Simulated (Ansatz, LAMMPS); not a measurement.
**Which site? a vacancy of Zn in glassy 54SiO2-18MgO-26ZnO-3NiO (mol %) (99 atoms)**

At which site of glassy 54SiO2-18MgO-26ZnO-3NiO (mol %) (99 atoms) does a vacancy of Zn cost least, and what about the site decides it?

Method: Kohn-Sham DFT, PBE, PAW (set soft_2), plane waves, in Ansatz 0.2.0.

### Step 1. The structure

The cell holds 99 atoms: 21 Si, 7 Mg, 10 Zn, 1 Ni and 60 O. Cell: a = 10.869 Å, b = 10.869 Å, c = 10.869 Å, α = 90.0°, β = 90.0°, γ = 90.0°. 99 atoms (21 Si, 7 Mg, 10 Zn, 1 Ni, 60 O) placed at random at 2.94 g/cm³, melted at 4000 K for 10 ps at fixed volume with the Morse and Coulomb pair potential with partial charges (Pedone, Malavasi, Menziani, Cormack and Segre, J. Phys. Chem. B 110, 11780 (2006)). Quenched from 4000 K to 300 K at 10 K/ps and fixed volume, held 10 ps at zero pressure.

Limits known from the start: The quench rate of 10 K/ps is many orders above laboratory rates, so the cell is likely richer in defects and strain than a real sample. The network of bonds at the start is that of the classical potential that made the cell, and needn't be the one that DFT or experiment would give. Without a Hubbard term or exact exchange, open shells on Ni are likely too delocalised. Only the Γ point is sampled, in a cell whose shortest periodic width is 11 Å.

### Step 2. Single point at the start

The forces at the start show how far the geometry lies from a minimum of this functional.

Contents of input.yaml:

```yaml
crystal:
  lattice:
    - [10.86875, 0.0, 0.0]
    - [0.0, 10.86875, 0.0]
    - [0.0, 0.0, 10.86875]
  atoms:
    - { symbol: Si, position: [0.82186, 0.83144, 0.06526] }
    - { symbol: Si, position: [0.63709, 0.59623, 0.66276] }
    - { symbol: Si, position: [0.5171, 0.18066, 0.3369] }
    - { symbol: Si, position: [0.14744, 0.29547, 0.83833] }
    - { symbol: Si, position: [0.09428, 0.86106, 0.16682] }
    - { symbol: Si, position: [0.42832, 0.40465, 0.64595] }
    - { symbol: Si, position: [0.80254, 0.58825, 0.91516] }
    - { symbol: Si, position: [0.08422, 0.57307, 0.82121] }
    - { symbol: Si, position: [0.08639, 0.25629, 0.566] }
    - { symbol: Si, position: [0.45885, 0.61982, 0.17466] }
    - { symbol: Si, position: [0.08774, 0.55634, 0.53605] }
    - { symbol: Si, position: [0.35155, 0.41632, 0.35375] }
    - { symbol: Si, position: [0.89503, 0.91153, 0.80158] }
    - { symbol: Si, position: [0.82263, 0.65062, 0.42601] }
    - { symbol: Si, position: [0.83895, 0.129, 0.64101] }
    - { symbol: Si, position: [0.74036, 0.06913, 0.17915] }
    - { symbol: Si, position: [0.83684, 0.41255, 0.31032] }
    - { symbol: Si, position: [0.10332, 0.36467, 0.2055] }
    - { symbol: Si, position: [0.21294, 0.86915, 0.56093] }
    - { symbol: Si, position: [0.66546, 0.44348, 0.09737] }
    - { symbol: Si, position: [0.42769, 0.96806, 0.88329] }
    - { symbol: Mg, position: [0.30582, 0.1212, 0.71226] }
    - { symbol: Mg, position: [0.58552, 0.19635, 0.97827] }
    - { symbol: Mg, position: [0.19148, 0.8624, 0.87749] }
    - { symbol: Mg, position: [0.92923, 0.94169, 0.395] }
    - { symbol: Mg, position: [0.71914, 0.88056, 0.54595] }
    - { symbol: Mg, position: [0.45784, 0.89992, 0.34216] }
    - { symbol: Mg, position: [0.96823, 0.74928, 0.63242] }
    - { symbol: Zn, position: [0.36014, 0.68383, 0.80537] }
    - { symbol: Zn, position: [0.47257, 0.85572, 0.63897] }
    - { symbol: Zn, position: [0.20472, 0.60937, 0.06942] }
    - { symbol: Zn, position: [0.55717, 0.13042, 0.62814] }
    - { symbol: Zn, position: [0.18542, 0.11908, 0.01892] }
    - { symbol: Zn, position: [0.889, 0.14962, 0.93687] }
    - { symbol: Zn, position: [0.68654, 0.33978, 0.55361] }
    - { symbol: Zn, position: [0.23665, 0.03625, 0.39962] }
    - { symbol: Zn, position: [0.02765, 0.13605, 0.2907] }
    - { symbol: Zn, position: [0.289, 0.7065, 0.33328] }
    - { symbol: Ni, position: [0.40213, 0.4235, 0.94807], spin: 2.0 }
    - { symbol: O, position: [0.82604, 0.56348, 0.30604] }
    - { symbol: O, position: [0.61783, 0.12038, 0.24327] }
    - { symbol: O, position: [0.75705, 0.13696, 0.04795] }
    - { symbol: O, position: [0.17572, 0.74095, 0.19208] }
    - { symbol: O, position: [0.4328, 0.2658, 0.68034] }
    - { symbol: O, position: [0.06797, 0.85439, 0.53077] }
    - { symbol: O, position: [0.72194, 0.5799, 0.78497] }
    - { symbol: O, position: [0.55108, 0.9188, 0.49524] }
    - { symbol: O, position: [0.18192, 0.60442, 0.44376] }
    - { symbol: O, position: [0.37398, 0.42076, 0.50607] }
    - { symbol: O, position: [0.86856, 0.90279, 0.94271] }
    - { symbol: O, position: [0.13552, 0.93669, 0.04845] }
    - { symbol: O, position: [0.7748, 0.47228, 0.00055] }
    - { symbol: O, position: [0.11117, 0.17922, 0.44639] }
    - { symbol: O, position: [0.38021, 0.56782, 0.06771] }
    - { symbol: O, position: [0.44438, 0.75523, 0.221] }
    - { symbol: O, position: [0.95036, 0.6134, 0.49715] }
    - { symbol: O, position: [0.94521, 0.60288, 0.87788] }
    - { symbol: O, position: [0.26712, 0.3031, 0.91698] }
    - { symbol: O, position: [0.10833, 0.46772, 0.11261] }
    - { symbol: O, position: [0.08526, 0.6082, 0.67928] }
    - { symbol: O, position: [0.7161, 0.20877, 0.67559] }
    - { symbol: O, position: [0.22477, 0.38103, 0.29065] }
    - { symbol: O, position: [0.73534, 0.92625, 0.13813] }
    - { symbol: O, position: [0.58709, 0.21112, 0.46373] }
    - { symbol: O, position: [0.40251, 0.54427, 0.29978] }
    - { symbol: O, position: [0.97305, 0.35838, 0.27596] }
    - { symbol: O, position: [0.03492, 0.85809, 0.7819] }
    - { symbol: O, position: [0.86475, 0.06808, 0.2674] }
    - { symbol: O, position: [0.09904, 0.96042, 0.28099] }
    - { symbol: O, position: [0.82571, 0.02992, 0.53597] }
    - { symbol: O, position: [0.72154, 0.63481, 0.54044] }
    - { symbol: O, position: [0.38169, 0.49415, 0.7621] }
    - { symbol: O, position: [0.40208, 0.09061, 0.34188] }
    - { symbol: O, position: [0.73318, 0.36897, 0.21012] }
    - { symbol: O, position: [0.77565, 0.70356, 0.00628] }
    - { symbol: O, position: [0.56767, 0.36418, 0.01806] }
    - { symbol: O, position: [0.48011, 0.99494, 0.74407] }
    - { symbol: O, position: [0.81361, 0.82715, 0.70844] }
    [... 15 atom lines left out ...]
    - { symbol: O, position: [0.09304, 0.42481, 0.82765] }
    - { symbol: O, position: [0.39082, 0.83122, 0.90692] }
    - { symbol: O, position: [0.29045, 0.84992, 0.43682] }
    - { symbol: O, position: [0.08522, 0.40427, 0.54075] }
    - { symbol: O, position: [0.50914, 0.04256, 0.97616] }
    - { symbol: O, position: [0.28489, 0.80474, 0.6739] }
magnetization:
  spin_polarized: true
kpoints:
  mp_grid: { grid: [1, 1, 1] }
hamiltonian:
  xc: pbe
scf:
  occupations: { method: gaussian, width: 0.025 }
  lower_state_search: "off"
output:
  forces: true
```

Run with:

```sh
$ ansatz run input.yaml --threads 8 --pin off --max-ram 15872MiB --backend cpu --events-out ev --progress --plain --runs-dir out
```

Numbers of over 12 decimals in the logs are rounded to 6 here.

Log:

```text
Engine: ansatz 0.2.0, aarch64-unknown-linux-gnu
Pseudopotentials: kind: paw
Pseudopotential: Si, paw, valence charge 4, recommended cutoff 420 eV (normal), Si.paw.azcp
Pseudopotential: Mg, paw, valence charge 10, recommended cutoff 420 eV (normal), Mg.paw.azcp
Pseudopotential: Zn, paw, valence charge 12, recommended cutoff 420 eV (normal), Zn.paw.azcp
Pseudopotential: Ni, paw, valence charge 18, recommended cutoff 420 eV (normal), Ni.paw.azcp
Pseudopotential: O, paw, valence charge 6, recommended cutoff 420 eV (normal), O.paw.azcp
[... 5 lines on functional and potentials left out ...]
Crystal: 99 atoms, lattice volume = 1283.922 Å³
Basis set: ecut = 420 eV, 25173 PW (Γ), exchange–correlation on 150×150×150 points (8 copies of the dense FFT grid, shifted against one another)
Bands: 426, of which v1, the nominal top of the filled ones, is band 326 counted from 1 (325 counted from 0)
Symmetry: 1 space group operations
Space group: P1 (ITA 1), of the structure as read, at distance tolerance 1.1e-4 Å
Magnetic group: BNS 1.1 (UNI 1), of the structure as read, at distance tolerance 1.1e-4 Å
k-points: 1
[... 11 lines on functional and potentials left out ...]
Initial density: superposition of atomic densities (chi_scale 0.1, normalization cell, long waves 68 % of neutral atoms (reshape's long-wave potential 1.68 eV rms, cloud 2.07 Å wide))
Starting moments: Σ|m| = 2 μB on 1 of 99 sites
Initial wavefunctions: pseudopotential atomic-orbital guess
Functional: x = pbe(κ = 0.804, μ = 0.219515), c = pbe(β = 0.066725)
SCF iter   1: F=—  HF=-100029.723576 eV  |F-HF|=—  |Δ(HF+E_count)|=         —  Δρ=8.67e-2 (↑5.70e-2 ↓8.67e-2)  dr2=2.21e2  dr2_m=7.75e0  M=0.009 μB ∫|m|=0.119 μB  β_m=0.30  ethr=3.10e-3  ⟨swp⟩=7.0  Hψ=3654  notcnv=0  defer=41
preconditioner: auto → Resta (q_TF=auto, 2.437 Å⁻¹)  ε∞=3.4  [insulator: Δε(μ)=0.055 eV  Ē_g=16.249 eV  σ=0.025 eV  W_gap=0.88  n_scr=304 (ndim 8)  ℏωp=25.1 eV  f_vac=0.081  D(μ)=26.24/eV (n_scr^D=170)  ε∞_Penn≈3.4]
spin=Collinear: Resta preconditioning applied to the charge; magnetization (m = ρ↑ − ρ↓) channel mixes plain (no charge-response kernel on spin).
SCF iter   2: F=—  HF=-99986.296286 eV  |F-HF|=—  |Δ(HF+E_count)|=    4.34e1  Δρ=3.69e-2 (↑3.42e-2 ↓3.69e-2)  dr2=5.23e1  dr2_m=6.93e-1  M=2.000 μB ∫|m|=2.132 μB  β_m=0.30  ethr=3.10e-3  ⟨swp⟩=4.0  Hψ=1678  notcnv=0  defer=182
SCF iter   3: F=—  HF=-99976.522759 eV  |F-HF|=—  |Δ(HF+E_count)|=    9.77e0  Δρ=2.41e-2 (↑1.96e-2 ↓2.41e-2)  dr2=2.05e1  dr2_m=6.53e-1  M=2.000 μB ∫|m|=2.061 μB  β_m=0.30  ethr=3.10e-3  ⟨swp⟩=3.0  Hψ=1652  notcnv=0  defer=184
SCF iter   4: F=—  HF=-99972.248432 eV  |F-HF|=—  |Δ(HF+E_count)|=    4.27e0  Δρ=1.21e-2 (↑1.16e-2 ↓1.21e-2)  dr2=4.16e0  dr2_m=2.02e-1  M=2.000 μB ∫|m|=2.089 μB  β_m=0.30  ethr=3.10e-3  ⟨swp⟩=3.0  Hψ=1620  notcnv=0  defer=190
SCF iter   5: F=—  HF=-99971.795118 eV  |F-HF|=—  |Δ(HF+E_count)|=   4.53e-1  Δρ=6.51e-3 (↑6.02e-3 ↓6.51e-3)  dr2=1.09e0  dr2_m=1.42e-1  M=2.000 μB ∫|m|=2.087 μB  β_m=0.30  ethr=6.38e-4  ⟨swp⟩=2.0  Hψ=1014  notcnv=0  defer=190
Mixer restart at iter 5: flushing history
spin-set hold released at iteration 5 (the charge has settled, or the pull on large starting moments outlasts its swing): the magnetisation degrees of freedom join the quasi-Newton model from the next iteration; the mixer history was flushed
SCF iter   6: F=—  HF=-99971.860509 eV  |F-HF|=—  |Δ(HF+E_count)|=   6.54e-2  Δρ=4.55e-3 (↑4.38e-3 ↓4.55e-3)  dr2=6.69e-1  dr2_m=6.97e-2  M=2.000 μB ∫|m|=2.089 μB  β_m=0.65  ethr=1.67e-4  ⟨swp⟩=2.0  Hψ=672  notcnv=0  defer=190
SCF iter   7: F=—  HF=-99972.091681 eV  |F-HF|=—  |Δ(HF+E_count)|=   2.31e-1  Δρ=4.82e-3 (↑1.83e-3 ↓4.82e-3)  dr2=3.76e-1  dr2_m=3.56e-2  M=2.000 μB ∫|m|=2.090 μB  β_m=0.56  ethr=1.03e-4  ⟨swp⟩=3.5  Hψ=1335  notcnv=0  defer=190
SCF iter   8: F=—  HF=-99972.072018 eV  |F-HF|=—  |Δ(HF+E_count)|=   1.97e-2  Δρ=2.55e-3 (↑9.03e-4 ↓2.55e-3)  dr2=1.03e-1  dr2_m=1.08e-2  M=2.000 μB ∫|m|=2.105 μB  β_m=0.51  ethr=5.76e-5  ⟨swp⟩=2.5  Hψ=1644  notcnv=0  defer=190
SCF iter   9: F=—  HF=-99972.067024 eV  |F-HF|=—  |Δ(HF+E_count)|=   4.99e-3  Δρ=8.28e-4 (↑2.84e-4 ↓8.28e-4)  dr2=8.32e-3  dr2_m=2.18e-3  M=2.000 μB ∫|m|=2.102 μB  β_m=0.67  ethr=1.57e-5  ⟨swp⟩=2.5  Hψ=1325  notcnv=0  defer=190
[...]
SCF iter  12: F=—  HF=-99972.074005 eV  |F-HF|=—  |Δ(HF+E_count)|=   1.39e-4  Δρ=3.93e-5 (↑2.15e-5 ↓3.93e-5)  dr2=2.97e-5  dr2_m=2.92e-6  M=2.000 μB ∫|m|=2.101 μB  β_m=0.69  ethr=4.16e-8  ⟨swp⟩=2.0  Hψ=1312  notcnv=0  defer=190
SCF iter  13: F=—  HF=-99972.072105 eV  |F-HF|=—  |Δ(HF+E_count)|=   1.90e-3  Δρ=2.40e-5 (↑1.21e-5 ↓2.40e-5)  dr2=8.42e-6  dr2_m=1.20e-6  M=2.000 μB ∫|m|=2.101 μB  β_m=0.73  ethr=4.56e-9  ⟨swp⟩=2.0  Hψ=1310  notcnv=0  defer=190
SCF iter  14: F=—  HF=-99972.072113 eV  |F-HF|=—  |Δ(HF+E_count)|=   7.26e-6  Δρ=1.89e-5 (↑7.64e-6 ↓1.89e-5)  dr2=3.04e-6  dr2_m=8.45e-7  M=2.000 μB ∫|m|=2.101 μB  β_m=0.86  ethr=1.29e-9  ⟨swp⟩=2.0  Hψ=1314  notcnv=0  defer=190
SCF iter  15: F=—  HF=-99972.072117 eV  |F-HF|=—  |Δ(HF+E_count)|=   4.40e-6  Δρ=1.46e-5 (↑7.65e-6 ↓1.46e-5)  dr2=2.46e-6  dr2_m=4.39e-7  M=2.000 μB ∫|m|=2.101 μB  β_m=0.84  ethr=4.67e-10  ⟨swp⟩=2.0  Hψ=1314  notcnv=0  defer=190
SCF iter  16: F=—  HF=-99972.072118 eV  |F-HF|=—  |Δ(HF+E_count)|=   9.45e-7  Δρ=1.11e-5 (↑4.23e-6 ↓1.11e-5)  dr2=1.04e-6  dr2_m=2.87e-7  M=2.000 μB ∫|m|=2.101 μB  β_m=0.92  ethr=3.77e-10  ⟨swp⟩=2.0  Hψ=1314  notcnv=0  defer=190
SCF iter  17: F=—  HF=-99972.072119 eV  |F-HF|=—  |Δ(HF+E_count)|=   1.09e-6  Δρ=1.10e-5 (↑3.44e-6 ↓1.10e-5)  dr2=1.16e-6  dr2_m=2.59e-7  M=2.000 μB ∫|m|=2.101 μB  β_m=0.96  ethr=1.60e-10  ⟨swp⟩=2.5  Hψ=1314  notcnv=0  defer=190
SCF iter  18: F=—  HF=-99972.072121 eV  |F-HF|=—  |Δ(HF+E_count)|=   1.32e-6  Δρ=7.05e-6 (↑4.46e-6 ↓7.05e-6)  dr2=7.56e-7  dr2_m=8.48e-8  M=2.000 μB ∫|m|=2.101 μB  β_m=0.83  ethr=1.60e-10  ⟨swp⟩=2.0  Hψ=1314  notcnv=0  defer=190
SCF iter  19: F=—  HF=-99972.072121 eV  |F-HF|=—  |Δ(HF+E_count)|=   5.33e-7  Δρ=3.86e-6 (↑1.93e-6 ↓3.86e-6)  dr2=1.61e-7  dr2_m=3.20e-8  M=2.000 μB ∫|m|=2.101 μB  β_m=0.81  ethr=1.16e-10  ⟨swp⟩=2.0  Hψ=1314  notcnv=0  defer=190
SCF iter  20: F=—  HF=-99972.072121 eV  |F-HF|=—  |Δ(HF+E_count)|=   1.21e-7  Δρ=3.05e-6 (↑1.49e-6 ↓3.05e-6)  dr2=1.27e-7  dr2_m=1.69e-8  M=2.000 μB ∫|m|=2.101 μB  β_m=0.83  ethr=1.53e-11  ⟨swp⟩=4.0  Hψ=2801  notcnv=0
SCF iter  21: F=-99972.072121 eV  HF=-99972.072121 eV  |F-HF|=2.88e-8  |Δ(HF+E_count)|=   3.72e-8  Δρ=1.78e-6 (↑9.11e-7 ↓1.78e-6)  dr2=3.64e-8  dr2_m=6.36e-9  M=2.000 μB ∫|m|=2.101 μB  ethr=1.53e-11  ⟨swp⟩=2.0  Hψ=2555  notcnv=0
SCF 1 converged in 21 iterations: F = -99972.072121 eV  dr2 = 3.64e-8
  greatest PAW one-centre occupation: 1.002 electrons in one spin orbital (limit 2), on the Ni atom at site 38 (counted from 0), in its partial waves of l = 1
SCF converged after 21 iterations
Magnetization: 2.0000 μB (327.0000 up, 325.0000 down)
Absolute magnetization: 2.0996 μB (∫|ρ↑−ρ↓|, with the PAW one-centre terms)
Spin contamination: 0.0027 ħ² per cell (⟨S²⟩ above its minimum at these occupations)
Per-site moments (μB) at R_I (Å): [(2.1373756571507767e-6, 0.661727), (1.2884176662708919e-5, 0.637182), (3.7371704841028897e-7, 0.655298), (0.000720937, 0.630901), (2.549038480648921e-5, 0.655164), [...]
Free energy (F): -99972.072121 eV
Harris-Foulkes:  -99972.072121 eV  (|F-HF|=2.88e-8)
Internal energy: -99972.072121 eV  (E = F + TS)
E sigma→0 (E₀):  -99972.072121 eV
Fermi energy:    4.709022 eV
--- Per-component energies (eV) ---
  E_band       = -4507.497469
  E_kinetic    = 13753.582420
  E_local      = -70990.419428  (includes V_loc(G=0)·N_el)
  E_nonlocal   = 10913.344556
  E_hartree    = 28209.115783
  E_xc         = -7275.201849
  E_vxc        = -7562.382511  (∫ρ·V_xc dr)
  E_paw        = -42317.918246  (= ΣΔE_a)
  E_vpaw       = -7040.007441  (= ΣTr[D̂ρ^β])
  E_aug_tail   = 0.149405  (compensation charges beyond the density's cutoff)
  E_ewald      = -32264.724761
  E_smearing   = -0.000000  (= −TS)
  E_closure    = -0.000000  (closes the sum)
  Σ components = -99972.072121   (vs F -99972.072121, Δ=0.00e0)
--- Forces (eV/Å), atoms counted from 1 ---
  atom   1  Si     2.67277835     0.46246010     0.21768179
  atom   2  Si     2.15206332     0.70708576    -0.42440656
  atom   3  Si    -0.11054449     1.15911911     1.13229590
  atom   4  Si    -1.36854837    -2.59637379    -0.78622976
  atom   5  Si     0.53597722     0.98361672     0.22296939
  atom   6  Si     0.32689453     2.92528526    -0.31832984
  atom   7  Si     0.01301022     0.91285811    -1.56159220
  atom   8  Si    -1.75886851    -0.74286054     2.01366776
  atom   9  Si    -0.25259456     1.81010627     0.53386394
  atom  10  Si     1.25739753    -1.33050870     2.21337308
  atom  11  Si    -1.38105695    -2.51813067    -1.07569851
  atom  12  Si     2.13463078    -1.87504019     0.60189948
  atom  13  Si     1.51811683    -2.65201456    -1.87164215
  atom  14  Si     0.39332967    -1.75955183     0.77151447
[...]
atom  98  O      0.86173207     0.69032941     1.00748352
  atom  99  O      0.46859392    -1.18074676     1.22137848
  max |Σ_I F_I| component: 6.57e-5 eV/Å
```

Wall time 27 s (8 threads of Arm Neoverse V2, shared host); peak memory 3.1 GiB.

The r.m.s. force at the start is 1.2 eV/Å.

(Continued in part 2 of 4.)

[Logs are printed without paths, hosts, clocks, repeated set-up lines and the standing remarks that a program may print on its own settings, such as how far it seeks lower states.]

[Hosts, paths, dates, database ids (printed as entryN), source tags and the programs' standing remarks are cut or masked in the printed files.]
